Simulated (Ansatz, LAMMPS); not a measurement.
# Glassy 54SiO2-34B2O3-6CaO-6Na2O (mol %) (127 atoms): support functions against a reference

Aim: test how closely localised support functions follow the reference on glassy 54SiO2-34B2O3-6CaO-6Na2O (mol %) (127 atoms), and at what cost. A setting counts as converged where the r.m.s. difference of forces stays under 1 % of the r.m.s. force.

Main program and level: Ansatz 0.2.0; Kohn-Sham DFT, PBE, PAW (set soft_2), plane waves.

### 1. Set-up

The cell holds 127 atoms: 19 Si, 24 B, 2 Ca, 4 Na and 78 O. Its edges and angles: a = 11.532 Å, b = 11.532 Å, c = 11.532 Å, α = 90.0°, β = 90.0°, γ = 90.0°. 127 atoms (19 Si, 24 B, 2 Ca, 4 Na, 78 O) placed at random at 2.17 g/cm³, melted at 3000 K for 20 ps at fixed volume with the Buckingham and Coulomb pair potential of Guillot and Sator (Geochim. Cosmochim. Acta 71, 1249 (2007)) with the boron terms of Wang et al. (J. Non-Cryst. Solids 498, 294 (2018)). Quenched from 3000 K to 300 K at 50 K/ps and fixed volume, held 10 ps at zero pressure, then minimised at fixed cell.

What the set-up can't give: The quench rate of 50 K/ps is many orders above laboratory rates, so the cell is likely richer in defects and strain than a real sample. The network of bonds at the start is that of the classical potential that made the cell, and needn't be the one that DFT or experiment would give. Sampling is at Γ alone, for a cell whose shortest periodic width is 12 Å.

### 2. The classical run that made the cell

A classical potential supplies the starting structure, since it reaches far longer times than DFT.

This step: classical MD, Buckingham and Coulomb pair potential of Guillot and Sator (Geochim. Cosmochim. Acta 71, 1249 (2007)) with the boron terms of Wang et al. (J. Non-Cryst. Solids 498, 294 (2018)) (LAMMPS 22 Jul 2025 - Update 4).

File in.lmp:

```
# melt-quench of Si19B24Ca2Na4O78
units metal
atom_style charge
boundary p p p
region box block 0 11.9123 0 11.9123 0 11.9123
create_box 5 box
mass 1 28.0850   # Si
mass 2 10.8100   # B
mass 3 40.0780   # Ca
mass 4 22.9898   # Na
mass 5 15.9990   # O
create_atoms 1 random 19 337814 NULL overlap 1.5 maxtry 2000
create_atoms 2 random 24 337821 NULL overlap 1.5 maxtry 2000
create_atoms 3 random 2 337828 NULL overlap 1.5 maxtry 2000
create_atoms 4 random 4 337835 NULL overlap 1.5 maxtry 2000
create_atoms 5 random 78 337842 NULL overlap 1.5 maxtry 2000
pair_style buck/coul/long 9.0
pair_coeff * * 0.0 1.0 0.0
pair_coeff 1 5 50306.10 0.161 46.2978   # Si-O
pair_coeff 2 5 206941.81 0.124 35.0018   # B-O
pair_coeff 3 5 155667.70 0.178 42.2597   # Ca-O
pair_coeff 4 5 120303.80 0.17 0   # Na-O
pair_coeff 5 5 9022.79 0.265 85.0921   # O-O
pair_coeff 2 2 484.40 0.35 0.0   # B-B
pair_coeff 1 2 337.70 0.29 0.0   # Si-B
set type 1 charge 1.89
set type 2 charge 1.4175
set type 3 charge 0.945
set type 4 charge 0.4725
set type 5 charge -0.945
kspace_style pppm 1.0e-4
neigh_modify delay 0 every 1 check yes
thermo_style custom step time temp pe press density
thermo_modify norm yes
# [... 20 lines left out ...]
thermo 3333
fix md all npt temp 300 300 0.1 iso 0 0 1
run 10000 post no
unfix md
thermo 100
min_style cg
minimize 0 1e-3 2000 20000
write_dump all custom glass.dump id type xs ys zs modify sort id
```

Command:

```console
lmp -in in.lmp -log none -nocite
```

What it wrote:

```text
LAMMPS (22 Jul 2025 - Update 4)
Created orthogonal box = (0 0 0) to (11.9123 11.9123 11.9123)
Created 19 atoms
Created 24 atoms
Created 2 atoms
Created 4 atoms
Created 78 atoms
PPPM initialization ...
  G vector (1/distance) = 0.32699254
  grid = 10 10 10
  estimated relative force accuracy = 6.5986949e-05
   Step          Time           Temp          PotEng         Press         Density
         0   0              0              0.94939511     1057335        2.1740108
        98   0.098          0             -11.081452     -11821.73       2.1740108
Loop time of 0.0975763 s on 1 MPI rank(s) for 98 steps with 127 atoms
Minimization stats:
  Stopping criterion = energy tolerance
  Energy initial, next-to-last, final =
     0.949395109782967  -11.0808406310646   -11.081452124864
  Force two-norm initial, final = 454.08914 3.63914
  Iterations, force evaluations = 98 158
   Step          Time           Temp          PotEng         Press         Density
         0   0              3000          -11.081452      19051.969      2.1740108
       500   0.5            2886.1498     -10.933608     -31350.908      2.1740108
      1000   1              3053.2754     -10.900984     -35124.355      2.1740108
Loop time of 0.462264 s on 1 MPI rank(s) for 1000 steps with 127 atoms
[... 3 lines left out ...]
      6666   6.666          3304.1291     -10.906413     -8416.5977      2.1740108
      9999   9.999          2953.4384     -10.860975     -18713.786      2.1740108
     13332   13.332         2755.2456     -10.802831      5987.09        2.1740108
     16665   16.665         3186.3832     -10.852162      24847.828      2.1740108
     19998   19.998         2720.7993     -10.899195     -9906.9449      2.1740108
[... 1 line left out ...]
Loop time of 9.17782 s on 1 MPI rank(s) for 20000 steps with 127 atoms
   Step          Time           Temp          PotEng         Press         Density
[... 12 lines left out ...]
Loop time of 24.1383 s on 1 MPI rank(s) for 54000 steps with 127 atoms
   Step          Time           Temp          PotEng         Press         Density
[... 3 lines left out ...]
     83325   83.325         323.2328      -11.331436      5398.1044      2.4029588
     85000   85             293.51835     -11.330573     -6939.8119      2.3963103
Loop time of 5.53057 s on 1 MPI rank(s) for 10000 steps with 127 atoms
   Step          Time           Temp          PotEng         Press         Density
     85000   85             293.51835     -11.330565     -6933.2822      2.3963103
     85080   85.08          293.51835     -11.368281     -3688.5355      2.3963103
Loop time of 0.116887 s on 1 MPI rank(s) for 80 steps with 127 atoms
Minimization stats:
  Stopping criterion = linesearch alpha is zero
  Energy initial, next-to-last, final =
     -11.3305646431762  -11.3682813000998  -11.3682813000998
  Force two-norm initial, final = 21.277242 0.14912961
  Iterations, force evaluations = 80 185
```

Wall time 40 s (1 thread of Arm Neoverse V2, shared host); peak memory 0.07 GiB.

### 3. Plane-wave single point

The first run uses the default basis; a harder plane-wave run follows as the reference for the support functions.

File input.yaml:

```yaml
crystal:
  lattice:
    - [11.53193, 0.0, 0.0]
    - [0.0, 11.53193, 0.0]
    - [0.0, 0.0, 11.53193]
  atoms:
    - { symbol: Si, position: [0.67297, 0.50462, 0.50976] }
    - { symbol: Si, position: [0.66354, 0.24971, 0.02688] }
    - { symbol: Si, position: [0.84062, 0.02066, 0.14978] }
    - { symbol: Si, position: [0.0949, 0.24834, 0.09411] }
    - { symbol: Si, position: [0.17109, 0.95911, 0.79708] }
    - { symbol: Si, position: [0.42037, 0.2159, 0.04254] }
    - { symbol: Si, position: [0.57013, 0.0155, 0.09491] }
    - { symbol: Si, position: [0.29481, 0.66126, 0.95243] }
    - { symbol: Si, position: [0.03281, 0.73574, 0.5515] }
    - { symbol: Si, position: [0.52735, 0.79632, 0.98237] }
    - { symbol: Si, position: [0.4704, 0.58113, 0.34787] }
    - { symbol: Si, position: [0.84309, 0.58856, 0.30347] }
    - { symbol: Si, position: [0.70461, 0.02069, 0.51599] }
    - { symbol: Si, position: [0.36879, 0.13627, 0.79946] }
    - { symbol: Si, position: [0.07793, 0.01461, 0.54717] }
    - { symbol: Si, position: [0.92362, 0.37861, 0.73869] }
    - { symbol: Si, position: [0.22184, 0.4549, 0.05792] }
    - { symbol: Si, position: [0.78323, 0.5687, 0.03824] }
    - { symbol: Si, position: [0.27557, 0.03302, 0.34887] }
    - { symbol: B, position: [0.45836, 0.39574, 0.21374] }
    - { symbol: B, position: [0.78154, 0.59555, 0.7024] }
    - { symbol: B, position: [0.03024, 0.24692, 0.53568] }
    - { symbol: B, position: [0.08012, 0.34553, 0.33525] }
    - { symbol: B, position: [0.8604, 0.95356, 0.79406] }
    - { symbol: B, position: [0.86099, 0.85275, 0.58055] }
    - { symbol: B, position: [0.02446, 0.92222, 0.00779] }
    - { symbol: B, position: [0.8288, 0.17928, 0.85959] }
    - { symbol: B, position: [0.54462, 0.98075, 0.7056] }
    - { symbol: B, position: [0.57777, 0.7657, 0.23635] }
    - { symbol: B, position: [0.38739, 0.23447, 0.36863] }
    - { symbol: B, position: [0.73657, 0.27015, 0.46959] }
    - { symbol: B, position: [0.99429, 0.42307, 0.96548] }
    [... 89 atom lines left out ...]
    - { symbol: O, position: [0.49249, 0.8733, 0.70336] }
    - { symbol: O, position: [0.81891, 0.69772, 0.99046] }
    - { symbol: O, position: [0.17056, 0.42327, 0.36182] }
    - { symbol: O, position: [0.33139, 0.56352, 0.36937] }
    - { symbol: O, position: [0.68856, 0.80228, 0.26894] }
    - { symbol: O, position: [0.75888, 0.28324, 0.35103] }
kpoints:
  mp_grid: { grid: [1, 1, 1] }
hamiltonian:
  xc: pbe
scf:
  occupations: { method: fixed }
output:
  forces: true
  stress: true
  populations: true
  dos:
    method: { smearing: { sigma: 0.1 } }
    de: 0.1
    projected: { site_lists: { B: [B], Ca: [Ca], Na: [Na], O: [O], Si: [Si] } }
  eigenvalues: true
  write_density: true
  write_potential: true
  volumetric_format: npy
```

Command:

```console
ansatz run input.yaml --threads 4 --pin off --max-ram 8192MiB --backend cpu --events-out ev --progress --plain --runs-dir out
```

What it wrote:

```text
Engine: ansatz 0.2.0, aarch64-unknown-linux-gnu
Pseudopotentials: kind: paw
Pseudopotential: Si, paw, valence charge 4, recommended cutoff 420 eV (normal), Si.paw.azcp
Pseudopotential: B, paw, valence charge 3, recommended cutoff 420 eV (normal), B.paw.azcp
Pseudopotential: Ca, paw, valence charge 10, recommended cutoff 420 eV (normal), Ca.paw.azcp
Pseudopotential: Na, paw, valence charge 9, recommended cutoff 420 eV (normal), Na.paw.azcp
Pseudopotential: O, paw, valence charge 6, recommended cutoff 420 eV (normal), O.paw.azcp
[... 5 lines on functional and potentials left out ...]
Crystal: 127 atoms, lattice volume = 1533.578 Å³
Basis set: ecut = 420 eV, 30047 PW (Γ), exchange–correlation on 160×160×160 points (8 copies of the dense FFT grid, shifted against one another)
Bands: 463, of which v1, the nominal top of the filled ones, is band 336 counted from 1 (335 counted from 0)
Symmetry: 1 space group operations
Space group: P1 (ITA 1), of the structure as read, at distance tolerance 1.2e-4 Å
k-points: 1
[... 11 lines on functional and potentials left out ...]
Initial density: superposition of atomic densities (neutral atoms: chi_scale 0, normalization atom), corrected by the library's trained network
Initial wavefunctions: pseudopotential atomic-orbital guess
Functional: x = pbe(κ = 0.804, μ = 0.219515), c = pbe(β = 0.066725)
SCF iter   1: F=—  HF=-69776.536619 eV  |F-HF|=—  |Δ(HF+E_count)|=         —  Δρ=4.20e-3  dr2=4.86e-1  ethr=1.77e-3  ⟨swp⟩=6.0  Hψ=1681  notcnv=0  defer=124
preconditioner: auto → Resta (q_TF=auto, 2.378 Å⁻¹)  ε∞=3.1  [insulator: Δε(μ)=2.747 eV  Ē_g=16.936 eV  n_scr=364 (ndim 8)  ℏωp=24.4 eV  f_vac=0.157  ε∞_Penn≈3.1]
SCF iter   2: F=—  HF=-69776.449344 eV  |F-HF|=—  |Δ(HF+E_count)|=   8.73e-2  Δρ=2.14e-3  dr2=1.04e-1  ethr=7.23e-5  ⟨swp⟩=3.0  Hψ=781  notcnv=0  defer=125
SCF iter   3: F=—  HF=-69776.428080 eV  |F-HF|=—  |Δ(HF+E_count)|=   2.13e-2  Δρ=8.55e-4  dr2=2.73e-2  ethr=1.54e-5  ⟨swp⟩=3.0  Hψ=771  notcnv=0  defer=125
SCF iter   4: F=—  HF=-69776.420727 eV  |F-HF|=—  |Δ(HF+E_count)|=   7.35e-3  Δρ=3.46e-4  dr2=2.30e-3  ethr=4.06e-6  ⟨swp⟩=3.0  Hψ=585  notcnv=0  defer=125
SCF iter   5: F=—  HF=-69776.420700 eV  |F-HF|=—  |Δ(HF+E_count)|=   2.71e-5  Δρ=2.22e-4  dr2=6.77e-4  ethr=3.42e-7  ⟨swp⟩=2.0  Hψ=779  notcnv=0  defer=125
SCF iter   6: F=—  HF=-69776.420665 eV  |F-HF|=—  |Δ(HF+E_count)|=   3.57e-5  Δρ=7.36e-5  dr2=7.65e-5  ethr=1.01e-7  ⟨swp⟩=2.0  Hψ=665  notcnv=0  defer=125
SCF iter   7: F=—  HF=-69776.420041 eV  |F-HF|=—  |Δ(HF+E_count)|=   6.24e-4  Δρ=2.78e-5  dr2=1.20e-5  ethr=1.14e-8  ⟨swp⟩=2.0  Hψ=668  notcnv=0  defer=125
SCF iter   8: F=—  HF=-69776.420048 eV  |F-HF|=—  |Δ(HF+E_count)|=   7.18e-6  Δρ=1.36e-5  dr2=2.81e-6  ethr=1.78e-9  ⟨swp⟩=2.0  Hψ=665  notcnv=0  defer=125
SCF iter   9: F=—  HF=-69776.420049 eV  |F-HF|=—  |Δ(HF+E_count)|=   6.66e-7  Δρ=3.51e-6  dr2=2.22e-7  ethr=4.18e-10  ⟨swp⟩=2.0  Hψ=665  notcnv=0  defer=125
SCF iter  10: F=-69776.420049 eV  HF=-69776.420049 eV  |F-HF|=3.50e-8  |Δ(HF+E_count)|=   3.03e-7  Δρ=2.60e-6  dr2=8.25e-8  ethr=1.49e-11  ⟨swp⟩=24.0  Hψ=4951  notcnv=0
SCF 1 converged in 10 iterations: F = -69776.420049 eV  dr2 = 8.25e-8
  greatest PAW one-centre occupation: 0.999 electrons in one spin orbital (limit 2), on the Na atom at site 48 (counted from 0), in its partial waves of l = 0
SCF converged after 10 iterations
Free energy (F): -69776.420049 eV
Harris-Foulkes:  -69776.420049 eV  (|F-HF|=3.50e-8)
Internal energy: -69776.420049 eV  (E = F + TS)
E sigma→0 (E₀):  -69776.420049 eV
Fermi energy:    5.085706 eV
--- Per-component energies (eV) ---
  E_band       = -4047.470275
  E_kinetic    = 16874.159036
  E_local      = -48072.114501  (includes V_loc(G=0)·N_el)
  E_nonlocal   = 5062.776433
  E_hartree    = 17521.211910
  E_xc         = -7999.368741
  E_vxc        = -9683.512806  (∫ρ·V_xc dr)
  E_paw        = -26801.643651  (= ΣΔE_a)
  E_vpaw       = -3271.397026  (= ΣTr[D̂ρ^β])
  E_aug_tail   = 0.199597  (compensation charges beyond the density's cutoff)
  E_ewald      = -26361.640132
  E_smearing   = -0.000000  (= −TS)
  E_closure    = 0.000000  (closes the sum)
  Σ components = -69776.420049   (vs F -69776.420049, Δ=0.00e0)
--- Forces (eV/Å), atoms counted from 1 ---
  atom   1  Si     0.98089163     0.06880919    -2.03363560
  atom   2  Si     2.43614898     1.40216675    -0.42296248
  atom   3  Si    -1.34000438    -0.45407680     0.62384063
  atom   4  Si     0.40061104     1.76439763     0.67369642
  atom   5  Si     0.25278437    -0.95950974    -1.54877181
  atom   6  Si    -2.61329771    -0.06174688     1.43939270
  atom   7  Si     0.78095026    -2.49198039     3.38790328
  atom   8  Si    -1.85676265     0.60654974     0.98957140
  atom   9  Si    -0.32062380     1.66522695     0.24375631
  atom  10  Si     2.09822120     0.56129769     1.83026782
  atom  11  Si     0.56635729    -1.01625132    -1.94020605
  atom  12  Si    -0.04971221     0.99624176    -0.41803244
  atom  13  Si    -2.95392692    -0.15729855    -0.75133064
  atom  14  Si    -0.71436695    -1.50232000    -1.37041904
[...]
atom 126  O     -0.75243655    -0.18096486     0.12171856
  atom 127  O      0.20726653     0.60112152    -0.52506705
  max |Σ_I F_I| component: 6.26e-5 eV/Å
--- Stress (GPa, compression-positive) ---
       -0.382933       0.066514       0.343152
        0.066513      -3.122764      -0.592417
        0.343160      -0.592415      -3.019543
  P = ⅓ Tr σ = -2.1751 GPa (-21.751 kbar)
--- Band table (eV) ---
  k-point 0: bands = ["-47.9994", "-47.8836", "-47.4871", "-47.0757", [... 447 levels ...], "13.8685", "13.9031", "13.9547", "14.0187", "14.0478", "14.0747", "14.1685", "14.1952", "14.2212", "14.2695", "14.3237", "14.3383"]
--- Löwdin populations: 127 sites ---
  site symbol       q [e]
     0     Si      2.1976
     1     Si      2.2122
     2     Si      2.1996
[...]
126      O      6.3686
  spilling = 0.010878 (of n_electrons = 672.000000)
```

Wall time 29 s (4 threads of Arm Neoverse V2, shared host); peak memory 2.2 GiB.

The column dr2 measures how far the density is from self-consistency, as an energy; F and HF (Harris–Foulkes) agree once it is small.

Read from the output:

```yaml
free_energy: -69776.4200 eV
free_energy_per_atom: -549.4206 eV/atom
scf_cycles: 10
pressure: -2.175 GPa
r_m_s_force_component: 0.942 eV/Å
longest_force: 4.278 eV/Å
fermi_energy: 5.086 eV
spacing_of_highest_filled_and_lowest_empty_level: 1.966 eV
spilling_of_the_projection: 0.01088
```

The r.m.s. force component of 0.94 eV/Å and the pressure of -2.2 GPa set the scale for the differences below.

### 4. Plane waves at 750 eV (750 eV)

A harder cutoff gives the support functions a reference with less basis error.

input.yaml, the sections that differ from step 3:

```yaml
output:
  forces: true
  eigenvalues: true
basis:
  ecutwfc: "750 eV"
# crystal, kpoints, hamiltonian, scf: as in step 3
```

What it wrote:

```text
[...]
Crystal: 127 atoms, lattice volume = 1533.578 Å³
Basis set: ecut = 750 eV, 71591 PW (Γ), exchange–correlation on 216×216×216 points (8 copies of the dense FFT grid, shifted against one another)
Bands: 463, of which v1, the nominal top of the filled ones, is band 336 counted from 1 (335 counted from 0)
Symmetry: 1 space group operations
[...]
k-points: 1
[...]
SCF iter   1: F=—  HF=-69777.067772 eV  |F-HF|=—  |Δ(HF+E_count)|=         —  Δρ=4.24e-3  dr2=4.85e-1  ethr=1.77e-3  ⟨swp⟩=6.0  Hψ=1680  notcnv=0  defer=125
[...]
SCF iter   3: F=—  HF=-69776.948844 eV  |F-HF|=—  |Δ(HF+E_count)|=   2.40e-2  Δρ=8.64e-4  dr2=2.73e-2  ethr=1.54e-5  ⟨swp⟩=3.0  Hψ=690  notcnv=0  defer=51
automatic band count: iteration 3 solves 389 bands in place of 463: the levels show a gap, and the empty bands left out lie too high to hold charge; the band table lists the bands solved (type scf.n_extra_bands for more)
SCF iter   4: F=—  HF=-69776.941184 eV  |F-HF|=—  |Δ(HF+E_count)|=   7.66e-3  Δρ=3.49e-4  dr2=2.31e-3  ethr=4.07e-6  ⟨swp⟩=3.0  Hψ=587  notcnv=0  defer=51
SCF iter   5: F=—  HF=-69776.941123 eV  |F-HF|=—  |Δ(HF+E_count)|=   6.10e-5  Δρ=2.20e-4  dr2=6.66e-4  ethr=3.44e-7  ⟨swp⟩=2.0  Hψ=694  notcnv=0  defer=51
[...]
SCF iter   9: F=—  HF=-69776.944016 eV  |F-HF|=—  |Δ(HF+E_count)|=   6.31e-7  Δρ=3.51e-6  dr2=2.25e-7  ethr=4.51e-10  ⟨swp⟩=2.0  Hψ=665  notcnv=0  defer=51
SCF iter  10: F=-69776.944016 eV  HF=-69776.944016 eV  |F-HF|=4.02e-8  |Δ(HF+E_count)|=   3.13e-7  Δρ=2.68e-6  dr2=8.65e-8  ethr=1.49e-11  ⟨swp⟩=20.0  Hψ=2200  notcnv=0
SCF 1 converged in 10 iterations: F = -69776.944016 eV  dr2 = 8.65e-8
[...]
SCF converged after 10 iterations
Free energy (F): -69776.944016 eV
[...]
Internal energy: -69776.944016 eV  (E = F + TS)
E sigma→0 (E₀):  -69776.944016 eV
Fermi energy:    5.085801 eV
[...]
Σ components = -69776.944016   (vs F -69776.944016, Δ=0.00e0)
--- Forces (eV/Å), atoms counted from 1 ---
  atom   1  Si     0.98072656     0.06861424    -2.03374203
  atom   2  Si     2.43575318     1.40182403    -0.42295206
  atom   3  Si    -1.34011718    -0.45370348     0.62364586
  atom   4  Si     0.40070377     1.76459106     0.67378414
[...]
atom 127  O      0.20780934     0.60209654    -0.52541601
  max |Σ_I F_I| component: 5.68e-5 eV/Å
--- Band table (eV) ---
[...]
```

Wall time 36 s (4 threads); peak memory 4.5 GiB; 2.4 min of CPU time.

Forces differ from the reference by 1.1 meV/Å r.m.s., 0.11 % of their size, well within a tolerance of 1 %; the energy by -4.1 meV/atom.

[end of part 1 of 3]

[Long decimals in the printed logs are rounded to 6 places.]

[Logs are printed without paths, hosts, clocks, repeated set-up lines and the standing remarks that a program may print on its own settings, such as how far it seeks lower states.]

[Hosts, paths, dates, database ids (printed as entryN), source tags and the programs' standing remarks are cut or masked in the printed files.]
